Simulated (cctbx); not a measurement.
## Interatomic vectors of SiPb3S

Space group Imma (no. 74), a = 6.7380 Å, b = 9.3330 Å, c = 6.6700 Å, α = 90.00°, β = 90.00°, γ = 90.00°, content Pb12 S4 Si4.

The data are simulated with cctbx, not measured: Cu Kα, λ = 1.54184 Å, to d = 0.8 Å, 80 % of the full sphere, strongest reflection 70000 counts, noise from counting, a 4 % proportional error and a noise floor of 8 counts (s.d.); no absorption.

Patterson synthesis, origin scaled to 1000:

```text
Patterson group I m m m
      u       v       w   height  length (A)
  0.000   0.000   0.000   1000.0     0.00
  0.000   0.500   0.500    649.9     5.74
  0.000   0.500   0.000    467.3     4.67
  0.250   0.250   0.250    451.6     3.33
  0.000   0.000   0.500    406.7     3.33
  0.252   0.000   0.243     55.9     2.35
  0.000   0.256   0.000     50.3     2.39
  0.000   0.127   0.000     13.9     1.18
  0.109   0.000   0.136      9.4     1.17
  0.092   0.099   0.093      8.2     1.27
  0.000   0.082   0.135      7.5     1.18
  0.000   0.192   0.123      6.7     1.97
  0.247   0.118   0.000      6.3     2.00
  0.000   0.123   0.254      5.5     2.04
```

**Question.** Which atom pairs make the peaks, and where is the heaviest atom?

A peak at u stands for all pairs with xi − xj = u, with weight Σ ZiZj against Σ Z² = 82496 at the origin. Peak heights follow these weights only roughly, since form factors, motion and series ripples differ, all vectors within 0.55 Å of a peak are counted as merged into it though the farther ones add only part of their weight, and F(000) is left out, which lowers the whole map:

| u | v | w | shortest length (Å) | height | 1000 ΣZiZj/ΣZ² | pairs in the cell |
| --- | --- | --- | --- | --- | --- | --- |
| 0.000 | 0.500 | 0.500 | 3.37 | 650 | 763 | 8 × Pb–Pb, 8 × Pb–Si |
| 0.000 | 0.500 | 0.000 | 4.67 | 467 | 1000 | 12 × Pb–Pb, 4 × S–S, 4 × Si–Si |
| 0.250 | 0.250 | 0.250 | 3.33 | 452 | 763 | 8 × Pb–Pb, 8 × Pb–Si |
| 0.000 | 0.000 | 0.500 | 3.33 | 407 | 763 | 8 × Pb–Pb, 8 × Pb–Si |
| 0.252 | 0.000 | 0.243 | 2.35 | 56 | 127 | 8 × Pb–S |
| 0.000 | 0.256 | 0.000 | 2.39 | 50 | 127 | 8 × Pb–S |

The table stops at ten peaks or at a height of 45, below which ripples compete. In the model behind the data Pb, the heaviest element, has 2 independent sites: (1/4, 0.5165, 1/4) and (1/2, 1/4, 0.0382), up to an allowed shift of origin; the Pb–Pb vectors are differences of these positions and their symmetry mates. The whole model:

| atom | mult. | x | y | z | Ueq (Å²) |
| --- | --- | --- | --- | --- | --- |
| Pb1 | 8 | 1/4 | 0.5165 | 1/4 | 0.0158 |
| Pb2 | 4 | 1/2 | 1/4 | 0.0382 | 0.0118 |
| S1 | 4 | 0 | 0 | 1/2 | 0.0242 |
| Si1 | 4 | 1/2 | 3/4 | 0.4974 | 0.1058 |

The model is made up (kin elements in a known structure type, no relaxation), so it says nothing on whether the phase exists.

[Logs are printed without paths, hosts, clocks, repeated set-up lines and the standing remarks that a program may print on its own settings, such as how far it seeks lower states.]
